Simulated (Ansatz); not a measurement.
# Graphene/h-AlN heterobilayer (68 atoms): geometry optimisation, part 2 of 2

Aim: bring graphene/h-AlN heterobilayer (68 atoms) to a nearby minimum of the energy and see what moves.

Ansatz 0.2.0; Kohn-Sham DFT, PBE+D4, PAW (set soft_2), plane waves.

So far. Step 3 (Relaxation): The relaxation changed the energy by -5.58 meV/atom, and atoms moved by 0.028 Å r.m.s., 0.076 Å at most.

### 5. Single point at the relaxed geometry

The electronic structure is read at the final geometry, in a run of its own.

Input file input.yaml:

```yaml
crystal:
  lattice:
    - [11.2793, 0.0, 0.0]
    - [-5.63965, 9.76816, 0.0]
    - [0.0, 0.0, 19.44]
  atoms:
    - { symbol: C, position: [0.09521, 0.14256, 0.41036] }
    - { symbol: C, position: [0.14278, 0.04726, 0.41048] }
    - { symbol: C, position: [0.1428, 0.38061, 0.41046] }
    - { symbol: C, position: [0.19041, 0.28536, 0.41038] }
    [... 58 atom lines left out ...]
    - { symbol: Al, position: [0.88331, 0.44714, 0.58818] }
    - { symbol: "N", position: [0.93467, 0.31905, 0.58845] }
    - { symbol: Al, position: [0.96036, 0.75494, 0.58807] }
    - { symbol: "N", position: [0.0116, 0.6267, 0.58804] }
    - { symbol: Al, position: [0.03731, 0.0627, 0.58823] }
    - { symbol: "N", position: [0.08861, 0.93444, 0.58802] }
kpoints:
  mp_grid: { grid: [2, 2, 1] }
hamiltonian:
  xc: pbe
  dispersion: d4
scf:
  occupations: { method: fermi_dirac, width: 0.05 }
output:
  forces: true
  populations: true
  dos:
    method: { smearing: { sigma: 0.15 } }
    de: 0.1
    projected:
      site_lists:
        Al: [Al]
        C: [C]
        "N": ["N"]
        layer_1: [0, 1, 2, 3, 4, 5, 6, 7, 8, 9, 10, 11, 12, 13, 14, 15, 16, 17, 18, 19, 20, 21, 22, 23, 24, 25, 26, 27, 28, 29, 30, 31, 32, 33, 34, 35, 36, 37, 38, 39, 40, 41]
        layer_2: [42, 43, 44, 45, 46, 47, 48, 49, 50, 51, 52, 53, 54, 55, 56, 57, 58, 59, 60, 61, 62, 63, 64, 65, 66, 67]
  eigenvalues: true
  write_density: true
  write_potential: true
  volumetric_format: npy
```

Command:

```sh
$ ansatz run input.yaml --threads 4 --pin off --max-ram 8192MiB --backend cpu --events-out ev --progress --plain --runs-dir out
```

Numbers of over 12 decimals in the logs are rounded to 6 here.

What it wrote:

```text
[...]
Crystal: 68 atoms, lattice volume = 2141.860 Å³
Basis set: ecut = 420 eV, 41855 PW (Γ), exchange–correlation on 160×160×270 points (8 copies of the dense FFT grid, shifted against one another)
Bands: 204, of which v1, the nominal top of the filled ones, is band 136 counted from 1 (135 counted from 0)
Symmetry: 1 space group operations
[...]
k-points: 4
[...]
SCF iter   1: F=—  HF=-22551.216386 eV  |F-HF|=—  |Δ(HF+E_count)|=         —  Δρ=2.89e-3  dr2=2.26e-1  ethr=1.77e-3  ⟨swp⟩=11.0  Hψ=5403  notcnv=0  defer=148
[...]
SCF iter  11: F=-22551.172437 eV  HF=-22551.172436 eV  |F-HF|=3.49e-7  |Δ(HF+E_count)|=   5.21e-7  Δρ=1.14e-6  dr2=2.35e-8  ethr=3.68e-11  ⟨swp⟩=35.5  Hψ=9234  notcnv=0
SCF 1 converged in 11 iterations: F = -22551.172437 eV  dr2 = 2.35e-8
[...]
WARN: The output density's exchange-correlation potential varies sharply where the density is thin. Do not read a vacuum level from v_tot or v_xc, or from such a field of the output density. On a cell that repeats whose density bears no net charge and no dipole along the vacuum's axis use v_es (v_loc + v_h of the components); [...]
SCF converged after 11 iterations
Free energy (F): -22551.172437 eV
[...]
Internal energy: -22551.103134 eV  (E = F + TS)
E sigma→0 (E₀):  -22551.137785 eV
Entropy (-TS):   -0.069302 eV (-1.019 meV/atom)
Fermi energy:    -0.906950 eV
[...]
--- Forces (eV/Å), atoms counted from 1 ---
  atom   1  C     -0.00024835    -0.00626857     0.00465681
  atom   2  C      0.00230542    -0.00248775     0.00032752
  atom   3  C     -0.00093764     0.00038712    -0.00182660
  atom   4  C      0.00167010     0.00554693     0.00739400
  atom   5  C     -0.00669618     0.00002311    -0.00092745
  atom   6  C      0.00187452     0.00014626     0.00663978
  atom   7  C     -0.00362595    -0.00645970     0.00503361
  atom   8  C     -0.00762659     0.00273278     0.00583873
  atom   9  C      0.00238203     0.00294832     0.00489380
  atom  10  C     -0.00031795     0.00770318    -0.00068070
  atom  11  C     -0.00342697    -0.00553499    -0.00005495
  atom  12  C      0.00513598    -0.00263882     0.00053709
  atom  13  C      0.00660217    -0.00374253    -0.00143242
  atom  14  C     -0.00851147     0.00432853     0.00858150
[...]
atom  67  Al     0.00265955    -0.00024994    -0.00449856
  atom  68  N     -0.00230209     0.00093475    -0.01088079
  max |Σ_I F_I| component: 2.73e-4 eV/Å
--- Band table (eV) ---
[...]
--- Löwdin populations: 68 sites ---
  site symbol       q [e]
     0      C      3.9608
     1      C      3.9586
     2      C      3.9659
[...]
67      N      6.0872
  spilling = 0.009553 (of n_electrons = 272.000000)
```

Run time: 2.8 min. Hardware: 4 threads of Arm Neoverse N1, shared host; peak memory 6.5 GiB.

The program notes that the exchange-correlation potential is rough where the density is thin.

Numbers from this run:

```yaml
free_energy: -22551.1724 eV
free_energy_per_atom: -331.6349 eV/atom
scf_cycles: 11
r_m_s_force_component: 0.00415 eV/Å
longest_force: 0.01284 eV/Å
fermi_energy: -0.9069 eV
levels_partly_filled_by_over_2_per_cent: 4
spilling_of_the_projection: 0.009553
```

Löwdin charges by element (they lack the spilled electrons, 0.038 e an atom on average):

```tsv
element	coordination	atoms	mean charge (e)	spread	least	most
Al	all	13	1.15	9.0e-4	1.15	1.16
C	all	42	0.0413	0.0036	0.0341	0.0489
N	all	13	-1.09	5.0e-4	-1.09	-1.09
```

By region:

```tsv
region	atoms	mean length of the force (eV/Å)
layer 1	42	0.007
layer 2	26	0.006
```

States in the cell by windows of 1 eV, zero at the Fermi level; the larger projections on atomic orbitals stand beside the total:

```tsv
from (eV)	to (eV)	total	layer 1	C p	layer 2	N p	Al p	N s
-14	-13	21.3	2.7	1.7	18.5	0.1	4.4	12.5
-13	-12	12.3	8.9	5.8	3.3	0.0	0.9	2.4
-12	-11	7.9	7.8	5.3	0.0	0.0	0.0	0.0
-11	-10	6.1	6.0	4.6	0.0	0.0	0.0	0.0
-10	-9	9.7	9.6	8.1	0.0	0.0	0.0	0.0
-9	-8	6.0	6.0	5.1	0.0	0.0	0.0	0.0
-8	-7	14.7	14.4	13.4	0.1	0.0	0.0	0.0
-7	-6	20.3	20.0	19.2	0.1	0.0	0.1	0.0
-6	-5	22.4	12.7	12.3	9.5	6.4	1.1	0.2
-5	-4	21.2	11.8	11.5	9.4	6.6	0.9	0.3
-4	-3	21.9	12.9	12.9	8.9	6.6	1.2	0.3
-3	-2	34.7	8.5	8.4	26.0	20.3	4.9	0.2
-2	-1	23.6	4.7	4.7	18.5	16.2	2.3	0.0
-1	0	6.3	1.5	1.5	4.7	4.5	0.2	0.0
0	1	0.7	0.7	0.7	0.0	0.0	0.0	0.0
1	2	10.3	9.9	9.9	0.1	0.0	0.1	0.0
2	3	6.2	3.1	3.1	2.1	0.2	0.5	0.6
3	4	13.0	7.8	7.7	2.7	0.4	1.0	0.6
4	5	25.3	1.7	1.6	13.8	1.7	10.0	0.9
```

Between -20 and -14 eV lie 44 more states.

The levels nearest the highest filled one (over half full), pooled over k-points and spins:

```tsv
level less the highest filled one (eV)	occupation
-0.794	2
-0.794	2
-0.794	2
-0.794	2
-8.0e-4	1.02
0	1.01
0.0022	0.989
0.0031	0.98
1.45	0
1.45	0
1.45	0
1.46	0
```

Planar average of the electrostatic potential energy along the normal, with the Fermi level as zero, after a running mean with a triangular window 4 Å wide at its base:

```tsv
height (Å)	potential energy (eV)
0.0	4.44
0.6	4.42
1.2	4.41
1.6	4.40
2.2	4.39
2.7	4.37
3.3	4.36
3.9	4.34
4.5	4.32
4.9	4.27
5.5	3.93
6.0	2.15
6.6	-1.39
7.2	-5.29
7.8	-8.32
8.2	-8.39
8.8	-5.64
9.4	-2.69
9.9	-1.09
10.5	-1.67
11.1	-3.26
11.5	-3.58
12.1	-2.23
12.7	0.14
13.2	2.45
13.8	3.93
14.4	4.43
14.8	4.51
15.4	4.53
16.0	4.52
16.6	4.51
17.1	4.49
17.7	4.48
18.1	4.47
18.7	4.46
19.3	4.44
```

Electrostatic potential energy in the ca plane at fractional y = 0.381, with atoms of C and Al and N within 0.2 Å of it. With pseudopotentials it is smooth inside the atoms' cores, unlike the true potential.

Ten even steps from '0' (-24 eV) to '9' (4 eV), each cell a mean:
```
99999999999999984016899998426999999999999999
99999999999999973005899998536899999999999999
99999999999999985126899986334789999999999999
99999999999999972004899874223689999999999999
99999999999999961002799986445789999999999999
99999999999999984115899998547999999999999999
99999999999999987668999995001899999999999999
99999999999999998778999994001899999999999999
99999999999999985237899998547999999999999999
99999999999999983005899999889999999999999999
99999999999999986237899999999999999999999999
99999999999999998778999999999999999999999999
99999999999999998888999999888999999999999999
99999999999999987678999997657899999999999999
99999999999999984126899987445899999999999999
99999999999999973005899987667899999999999999
99999999999999986457999998888999999999999999
99999999999999998778999999999999999999999999
99999999999999987568999998778899999999999999
99999999999999972004899874333689999999999999
99999999999999960002899852563379999999999999
99999999999999973016899862453379999999999999
99999999999999984116899985334789999999999999
99999999999999973005899998767999999999999999
```
Columns run along c (16.0 Å, from fractional 0.09 to 0.91 of the cell; values clipped at the 3rd and 97th percentile), rows up along a (11.3 Å). Atoms in or near the plane, at fractional coordinates: C at (0.41, 0.14), C at (0.41, 0.81), Al at (0.59, 0.11), N at (0.59, 0.70).

Valence density in the ca plane at fractional y = 0.381, with atoms of C and Al and N within 0.2 Å of it. It is the smooth field of the valence electrons, not physical close to the nuclei.

Values in e/Å³, 13 rows by 16 columns, each cell a mean:
```
0.0 0.0 0.0 0.0 0.0 0.3 1.5 0.3 0.1 0.9 0.7 0.0 0.0 0.0 0.0 0.0
0.0 0.0 0.0 0.0 0.0 0.3 1.4 0.3 0.1 0.3 0.3 0.0 0.0 0.0 0.0 0.0
0.0 0.0 0.0 0.0 0.0 0.3 1.5 0.3 0.1 0.3 0.3 0.0 0.0 0.0 0.0 0.0
0.0 0.0 0.0 0.0 0.0 0.1 0.6 0.1 0.1 1.8 1.3 0.1 0.0 0.0 0.0 0.0
0.0 0.0 0.0 0.0 0.0 0.2 0.8 0.2 0.1 1.1 0.8 0.0 0.0 0.0 0.0 0.0
0.0 0.0 0.0 0.0 0.0 0.3 1.3 0.3 0.0 0.1 0.1 0.0 0.0 0.0 0.0 0.0
0.0 0.0 0.0 0.0 0.0 0.1 0.2 0.1 0.0 0.2 0.2 0.0 0.0 0.0 0.0 0.0
0.0 0.0 0.0 0.0 0.0 0.2 0.8 0.2 0.1 0.5 0.4 0.0 0.0 0.0 0.0 0.0
0.0 0.0 0.0 0.0 0.0 0.3 1.2 0.2 0.0 0.2 0.1 0.0 0.0 0.0 0.0 0.0
0.0 0.0 0.0 0.0 0.0 0.1 0.4 0.1 0.0 0.1 0.1 0.0 0.0 0.0 0.0 0.0
0.0 0.0 0.0 0.0 0.0 0.3 1.2 0.2 0.0 0.1 0.1 0.0 0.0 0.0 0.0 0.0
0.0 0.0 0.0 0.0 0.0 0.3 1.5 0.3 0.1 0.1 0.1 0.0 0.0 0.0 0.0 0.0
0.0 0.0 0.0 0.0 0.0 0.3 1.3 0.3 0.1 0.5 0.4 0.0 0.0 0.0 0.0 0.0
```
Columns run along c (16.0 Å, from fractional 0.09 to 0.91 of the cell), rows up along a (11.3 Å). Atoms in or near the plane, at fractional coordinates: C at (0.41, 0.14), C at (0.41, 0.81), Al at (0.59, 0.11), N at (0.59, 0.70).

Mean Löwdin charges: Al +1.15, C +0.04, N -1.09 e (they miss 0.96 % of the electrons, so they add up to more than the cell's charge). Within 0.4 eV of the Fermi level the largest share is C p (99 % of the projected weight). The potential slopes across the vacuum by 0.025 eV/Å: the slab bears a dipole, and with periodic images along the normal there is no flat vacuum level to read.

The surroundings of Al49, picked at random, nearest first, numbered as they follow in the input and with coordinates relative to it.

```tsv
atom	x	y	z	distance (Å)	bonds	Löwdin charge (e)
Al49	0.00	0.00	0.00	0.00	3	1.16
N50	1.30	-1.25	0.00	1.81	3	-1.09
N52	0.43	1.75	0.00	1.81	3	-1.09
N44	-1.74	-0.50	0.00	1.81	3	-1.09
Al57	2.17	2.25	0.00	3.13	3	1.15
Al47	0.87	-3.00	0.00	3.13	3	1.15
Al55	3.04	-0.75	0.00	3.13	3	1.15
Al67	-2.17	-2.25	0.00	3.13	3	1.16
Al51	-0.87	3.01	0.00	3.13	3	1.16
Al43	-3.04	0.75	0.00	3.13	3	1.16
```

The column of bonds counts only the pairs C-C within 1.82 Å, Al-N within 2.25 Å; other neighbours, such as metal atoms beside each other in a compound, aren't counted, and periodic images can show an atom twice.

### 6. Results

```json
{
 "energy change in the relaxation": "-5.577 meV/atom",
 "r.m.s. displacement": "0.028 Å",
 "largest displacement": "0.076 Å",
 "free energy per atom": "-331.6349 eV/atom",
 "r.m.s. force component": "0.00415 eV/Å",
 "wall time of the 3 DFT runs": "9.5 min"
}
```

What this shows: Relaxation lowers the energy by 5.58 meV/atom and moves atoms by 0.028 Å r.m.s.; the r.m.s. force component goes from 0.48 to 0.0042 eV/Å. By the final cutoffs no bond was broken or made. First to last step the energy falls by 0.379 eV; the largest move, 0.08 Å, is that of C28. The Al-N bonds go from 1.806 Å (spread 0.014) to 1.806 Å (spread 0.001). Counting bonds as in the table, all Al atoms have 3, all C atoms have 3 and all N atoms have 3 bonded neighbours. No gap is quoted, since levels at the Fermi energy are partly filled.

Caveats: The slab bears a dipole and has periodic images along its normal, so a spurious field crosses the vacuum.

[Logs are printed without paths, hosts, clocks, repeated set-up lines and the standing remarks that a program may print on its own settings, such as how far it seeks lower states.]

[Hosts, paths, dates, database ids (printed as entryN), source tags and the programs' standing remarks are cut or masked in the printed files.]
